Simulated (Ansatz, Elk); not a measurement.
# Bonding as seen by X-rays: KAg

Structure refinements treat a crystal as free atoms side by side. For a made-up structure of KAg (cell and positions from a r2SCAN relaxation) the runs below show what the calculated density changes in F(hkl).

Method: DFT, PBE, all-electron APW+lo, Dirac cores, scalar-relativistic bands, static density, no spin, in Elk 11.2.3 (patched build).

The structure was built from a prototype and need not be the compound's stable phase.

## (1) Starting point

Symmetry: R-3m, No. 166, trigonal system. The conventional cell has a = 4.860 Å, b = 4.860 Å, c = 12.059 Å, α = 90.00°, β = 90.00°, γ = 120.00°. Nearest to Ag lie 6 K at 3.45 Å. K has 6 Ag at 3.45 Å nearest. Farther neighbours are not listed.

## (2) Ground state and structure factors

An all-electron density is needed, since X-rays see the cores too. Task 0 finds the density and task 195 Fourier-transforms it; tshift is off so that phases refer to the origin typed.

The input, elk.in:

```
tasks
  0
  195

xctype
  20

spinpol
  .false.

rgkmax
  7.0

gmaxvr
  14.0

lmaxo
  7

lmaxapw
  8

swidth
  0.002

tshift
  .false.

ramdisk
  .false.

hmaxvr
  5.5

maxscl
  120

epspot
  1e-06

sppath
  './'

avec
  4.59236799190 2.65140489634 7.59638396937
  -4.59236799190 2.65140489634 7.59638396937
  -0.00000000000 -5.30280979268 7.59638396937

atoms
  2
  'Ag.in'
  1
  -0.0000000000 -0.0000000000 0.0000000000   0.000000 0.000000 0.000000
  'K.in'
  1
  0.5000000000 0.5000000000 0.5000000000   0.000000 0.000000 0.000000

ngridk
  6 6 6
```

Launch:

```bash
$ OMP_NUM_THREADS=4 elk
```

Numbers of over 12 decimals in the logs are rounded to 6 here.

The program printed:

```text
┌─────────────────────────┐
│ Elk code version 11.2.3 │
└─────────────────────────┘

All units are atomic (Hartree, Bohr, etc.)

┌─────────────────────────────────────────────────┐
│ Ground-state run starting from atomic densities │
└─────────────────────────────────────────────────┘

Lattice vectors :
   4.592367992       2.651404896       7.596383969
  -4.592367992       2.651404896       7.596383969
  -0.000000000      -5.302809793       7.596383969

Reciprocal lattice vectors :
  0.6840899203      0.3949594996      0.2757094837
 -0.6840899203      0.3949594996      0.2757094837
 -0.1534580973E-16 -0.7899189993      0.2757094837

Unit cell volume      :    554.9717726
Brillouin zone volume :   0.4469600540

Muffin-tin inner radius fraction :   0.1000000000E-01

Nuclei treated as point charges

Species : 1 (Ag)
 parameters loaded from : Ag.in
 name : silver
 nuclear charge    :   -47.00000000
 electronic charge :    47.00000000
 atomic mass :    196631.6998
 muffin-tin radius :    2.600000000
 number of radial points in muffin-tin :   1193
 inner part over the whole radius :   0.9869554211E-02
 number on inner part of muffin-tin    :    849
 approximate nuclear radius :   0.8648227117E-04
 number of mesh points to nuclear radius :    425
 atomic positions (lattice), magnetic fields (Cartesian) :
  1 :   0.00000000  0.00000000  0.00000000    0.00000000  0.00000000  0.00000000

Species : 2 (K)
 parameters loaded from : K.in
 name : potassium
 nuclear charge    :   -19.00000000
 electronic charge :    19.00000000
 atomic mass :    71271.84090
 muffin-tin radius :    2.400000000
 number of radial points in muffin-tin :    993
 inner part over the whole radius :   0.9891652203E-02
 number on inner part of muffin-tin    :    697
 approximate nuclear radius :   0.6514746337E-04
 number of mesh points to nuclear radius :    319
 atomic positions (lattice), magnetic fields (Cartesian) :
  1 :   0.50000000  0.50000000  0.50000000    0.00000000  0.00000000  0.00000000

Total number of atoms per unit cell :    2
Total muffin-tin volume :    131.5280124
 ratio of muffin-tin to unit cell volume :   0.2369994636

Spin treatment :
 spin-unpolarised

Number of Bravais lattice symmetries :   12
Number of crystal symmetries         :   12
Crystal has inversion symmetry
Real symmetric eigensolver will be used

k-point grid :      6     6     6
k-point offset :    0.000000000       0.000000000       0.000000000
k-point set is reduced with full crystal symmetry group
Total number of k-points :       32

Muffin-tin radius times maximum |G+k| :    7.000000000
 using average radius
Maximum |G+k| for APW functions       :    2.800000000
Maximum (1/2)|G+k|²                   :    3.920000000
Maximum |G| for potential and density :    14.00000000
Constant for pseudocharge density :    9
 order of it for each species :   16  16
 order of it for pair densities of each species (exact exchange by exxq0 0: 17) :   11   9
Radial integration step length :    1

G-vector grid sizes :     42    42    42
Number of G-vectors :    25767

Maximum angular momentum used for
 APW functions            :    8
 outer part of muffin-tin :    7
 inner part of muffin-tin :    2

Total nuclear charge    :   -66.00000000
Total core charge       :    38.00000000
Total valence charge    :    28.00000000
Total excess charge     :    0.000000000
Total electronic charge :    66.00000000

Effective Wigner radius, rₛ :    1.261477329

Number of empty states         :      8
Total number of valence states :     23
Total number of core states    :     38

Third-order local-orbitals added for an l without core states : T
Total number of local-orbitals :     26

Exchange-correlation functional :     20     0     0
 Perdew-Burke-Ernzerhof, Phys. Rev. Lett. 77, 3865 (1996)
 gradient requirement :    1
 generalised gradient approximation (GGA)

Smearing type :    3
 Fermi-Dirac
Smearing width :   0.2000000000E-02
Effective electronic temperature (K) :    631.5500496

Mixing type :    3
[...]
Madelung                    :     -7167.8875450990
 xc potential                :     -237.78724360513
 exchange                    :     -179.55259775548
 correlation                 :     -3.232789
 electron entropic           :    -0.66434158383935E-06
 total energy                :     -5919.8030290592

Density of states at Fermi energy :   0.1676430974E-01
 (states/Hartree/unit cell)

Estimated indirect band gap :   0.3374980313E-01
 from k-point 24 to k-point 32
Estimated direct band gap   :   0.4440089069E-01
 at k-point 4

Charges :
 core                        :    38.00000000
 valence                     :    28.00000000
 interstitial                :    2.609922326
 muffin-tins (core leakage)
  species : 1 (Ag)
   atom 1                    :    45.82344964     ( -0.3322525153E-06)
  species : 2 (K)
   atom 1                    :    17.56662804     ( -0.1027935941E-06)
 total in muffin-tins        :    63.39007767
 total calculated charge     :    65.99999890
 total charge                :    66.00000000
 error                       :   0.1101332430E-05

RMS change in Kohn-Sham potential (target) :   0.2398795627     (  0.1000000000E-05)
Absolute change in total energy (target)   :   0.2256961506     (  0.1000000000E-03)

[... loops 3 to 12 left out ...]

┌──────────────────┐
│ Loop number : 13 │
└──────────────────┘

Energies :
 Fermi                       :     0.38065405248082E-01
 sum of occupied eigenvalues :     -3541.0792136974
 electron kinetic            :      6169.5581485826
 core electron kinetic       :      5938.2874902456
 Coulomb                     :     -11906.072810192
 Coulomb potential           :     -9472.4037733932
 nuclear-nuclear             :     -526.23301436161
 electron-nuclear            :     -13296.159088666
 Hartree                     :      1916.3192928360
 Madelung                    :     -7169.8709234949
 xc potential                :     -238.23358888678
 exchange                    :     -179.65991503243
 correlation                 :     -3.235247
 electron entropic           :    -0.29494183604352E-06
 total energy                :     -5919.4098242847

Density of states at Fermi energy :   0.6816182904E-02
 (states/Hartree/unit cell)

Estimated indirect band gap :   0.3743460614E-01
 from k-point 24 to k-point 32
Estimated direct band gap   :   0.4787382715E-01
 at k-point 4

Charges :
 core                        :    38.00000000
 valence                     :    28.00000000
 interstitial                :    2.529348532
 muffin-tins (core leakage)
  species : 1 (Ag)
   atom 1                    :    45.88523704     ( -0.3322717070E-06)
  species : 2 (K)
   atom 1                    :    17.58541443     ( -0.1018274673E-06)
 total in muffin-tins        :    63.47065147
 total calculated charge     :    65.99999558
 total charge                :    66.00000000
 error                       :   0.4418779966E-05

RMS change in Kohn-Sham potential (target) :   0.3101674523E-06 (  0.1000000000E-05)
Absolute change in total energy (target)   :   0.5336385675E-04 (  0.1000000000E-03)

Convergence targets achieved

┌──────────────────┐
│ Loop number : 14 │
└──────────────────┘

Energies :
 Fermi                       :     0.38065455861376E-01
 sum of occupied eigenvalues :     -3541.0792047666
 electron kinetic            :      6169.5581561923
 core electron kinetic       :      5938.2874958514
 Coulomb                     :     -11906.072801725
 Coulomb potential           :     -9472.4037727110
 nuclear-nuclear             :     -526.23301436161
 electron-nuclear            :     -13296.159072207
 Hartree                     :      1916.3192848436
 Madelung                    :     -7169.8709153697
 xc potential                :     -238.23358824799
 exchange                    :     -179.65991475069
 correlation                 :     -3.235247
 electron entropic           :    -0.29495218215702E-06
 total energy                :     -5919.4098079532

Density of states at Fermi energy :   0.6816447680E-02
 (states/Hartree/unit cell)

Estimated indirect band gap :   0.3743443074E-01
 from k-point 24 to k-point 32
Estimated direct band gap   :   0.4787372844E-01
 at k-point 4

Charges :
 core                        :    38.00000000
 valence                     :    28.00000000
 interstitial                :    2.529348512
 muffin-tins (core leakage)
  species : 1 (Ag)
   atom 1                    :    45.88523685     ( -0.3322709041E-06)
  species : 2 (K)
   atom 1                    :    17.58541463     ( -0.1018288067E-06)
 total in muffin-tins        :    63.47065149
 total calculated charge     :    65.99999558
 total charge                :    66.00000000
 error                       :   0.4418866098E-05

┌──────────────────────────────┐
│ Self-consistent loop stopped │
└──────────────────────────────┘

Wrote STATE.OUT
```

Wall time 20 s (4 threads of Arm Neoverse N1, shared host); peak memory 0.17 GiB; 41 s of CPU time.

SFACRHO.OUT:

```text

h k l indices transformed by vhmat matrix:
   1.000000000       0.000000000       0.000000000    
   0.000000000       1.000000000       0.000000000    
   0.000000000       0.000000000       1.000000000    

      h      k      l  multipl.   |H|            Re(F)            Im(F)           |F|

      0      0      0      1   0.0000000       66.000000     -0.30565240E-17   66.000000    
      1      1      1      2  0.82712845       26.667321     -0.22425459E-13   26.667321    
      1      0      0      6  0.83665270       26.620150     -0.11580450E-13   26.620150    
      0     -1     -1      6  0.96334568       56.848470     -0.22510956E-13   56.848470    
      2      1      1      6   1.3565484       51.356822      0.40563235E-13   51.356822    
     -1      1      0      6   1.3681798       51.198981     -0.56645204E-17   51.198981    
     -2     -2     -1      6   1.5888250       23.054521      0.37003777E-13   23.054521    
      2      1      0     12   1.5987675       23.011994     -0.17991393E-13   23.011994    
     -1      1     -1      6   1.6037156       22.990809      0.94964880E-14   22.990809    
      2      2      2      2   1.6542569       47.412067      0.35153141E-13   47.412067    
     -2      0      0      6   1.6733054       47.170790     -0.18600154E-13   47.170790    
      2      2      0      6   1.9266914       44.121336      0.34507775E-13   44.121336    
     -2     -2     -3      6   2.0853638       20.956288      0.29249709E-13   20.956288    
     -1     -1     -3      6   2.0967310       20.909374      0.31524187E-13   20.909374    
     -2      1      0     12   2.1080370       20.862510      0.81091938E-14   20.862510    
     -2     -3     -1     12   2.1467375       41.662293     -0.66573403E-13   41.662293    
      2      1     -1     12   2.1614502       41.506042     -0.22802626E-14   41.506042    
     -2     -3     -3      6   2.3428568       39.665744     -0.60609659E-13   39.665744
```

Elk indexes on the primitive cell of elk.in and gives |H| = 4π sin θ/λ in inverse bohr. Below, one row stands for each form hkl of the conventional cell (m members, Friedel mates merged), F is for one primitive cell and the density is static (no thermal factor). Free-atom factors are Waasmaier and Kirfel's, and R is Σm||F|−|F'||/Σm|F|.

| hkl | m | sin θ/λ (Å⁻¹) | abs F, DFT | neutral atoms | diff. |
| --- | --- | --- | --- | --- | --- |
| 003 | 2 | 0.124 | 26.667 | 26.631 | +0.036 |
| 101 | 6 | 0.126 | 26.620 | 26.593 | +0.027 |
| 012 | 6 | 0.145 | 56.849 | 56.859 | -0.011 |
| 104 | 6 | 0.204 | 51.357 | 51.519 | -0.162 |
| 110 | 6 | 0.206 | 51.199 | 51.361 | -0.162 |
| 015 | 6 | 0.239 | 23.055 | 23.254 | -0.200 |
| 113 | 12 | 0.240 | 23.012 | 23.209 | -0.197 |
| 021 | 6 | 0.241 | 22.991 | 23.187 | -0.196 |
| 006 | 2 | 0.249 | 47.412 | 47.563 | -0.151 |
| 202 | 6 | 0.252 | 47.171 | 47.318 | -0.147 |
| 024 | 6 | 0.290 | 44.121 | 44.192 | -0.071 |
| 107 | 6 | 0.314 | 20.956 | 21.042 | -0.086 |
| 205 | 6 | 0.315 | 20.909 | 20.993 | -0.083 |
| 211 | 12 | 0.317 | 20.863 | 20.944 | -0.081 |
| 116 | 12 | 0.323 | 41.662 | 41.700 | -0.038 |
| 122 | 12 | 0.325 | 41.506 | 41.542 | -0.036 |
| 018 | 6 | 0.352 | 39.666 | 39.670 | -0.005 |
| 214 | 12 | 0.355 | 39.470 | 39.471 | -0.001 |

## (3) The highest occupied states alone

An energy window below the Fermi level keeps the highest occupied states, to see at which angles they scatter; shallow core shells can lie inside it and anion s states outside. No new self-consistency is needed.

Edit elk.in of step 2 so:

```diff
@@ -1,3 +1,2 @@
 tasks
-  0
   195
@@ -40,2 +39,5 @@
 
+wsfac
+  -0.513170 0.338070
+
 sppath
```

Launch:

```bash
$ OMP_NUM_THREADS=4 elk
```

The program printed:

```text
┌─────────────────────────────────┐
│ Elk code version 11.2.3 started │
└─────────────────────────────────┘

Info(readinput): the functional depends on the density's gradient
 muffin-tin radial points multiplied by    2.00000
 (not where nrmtscf is given)

┌────────────────────┐
│ Current task : 195 │
└────────────────────┘

Info(sfacrho): density structure factors written to SFACRHO.OUT

 Energy window :  -0.5131700000      0.3380700000

┌──────────────────┐
│ Elk code stopped │
└──────────────────┘
```

Elapsed: 9.9 s, on 4 threads; peak memory 0.17 GiB; 12 s of CPU time.

States within 15 eV below the Fermi level hold 18.00 electrons; any levels below the window count with the cores. Their amplitudes can exceed the total, where window and core parts have opposite phase:

```csv
hkl,sin θ/λ (Å⁻¹),"abs F, window","abs F, all"
003,0.124,3.400,26.667
101,0.126,3.369,26.620
012,0.145,11.233,56.849
104,0.204,7.770,51.357
110,0.206,7.678,51.199
015,0.239,1.579,23.055
113,0.240,1.565,23.012
021,0.241,1.558,22.991
006,0.249,5.570,47.412
202,0.252,5.444,47.171
```

[end of part 1 of 2]

[Logs are printed without paths, hosts, clocks, repeated set-up lines and the standing remarks that a program may print on its own settings, such as how far it seeks lower states.]

[Hosts, paths, dates, database ids (printed as entryN), source tags and the programs' standing remarks are cut or masked in the printed files.]
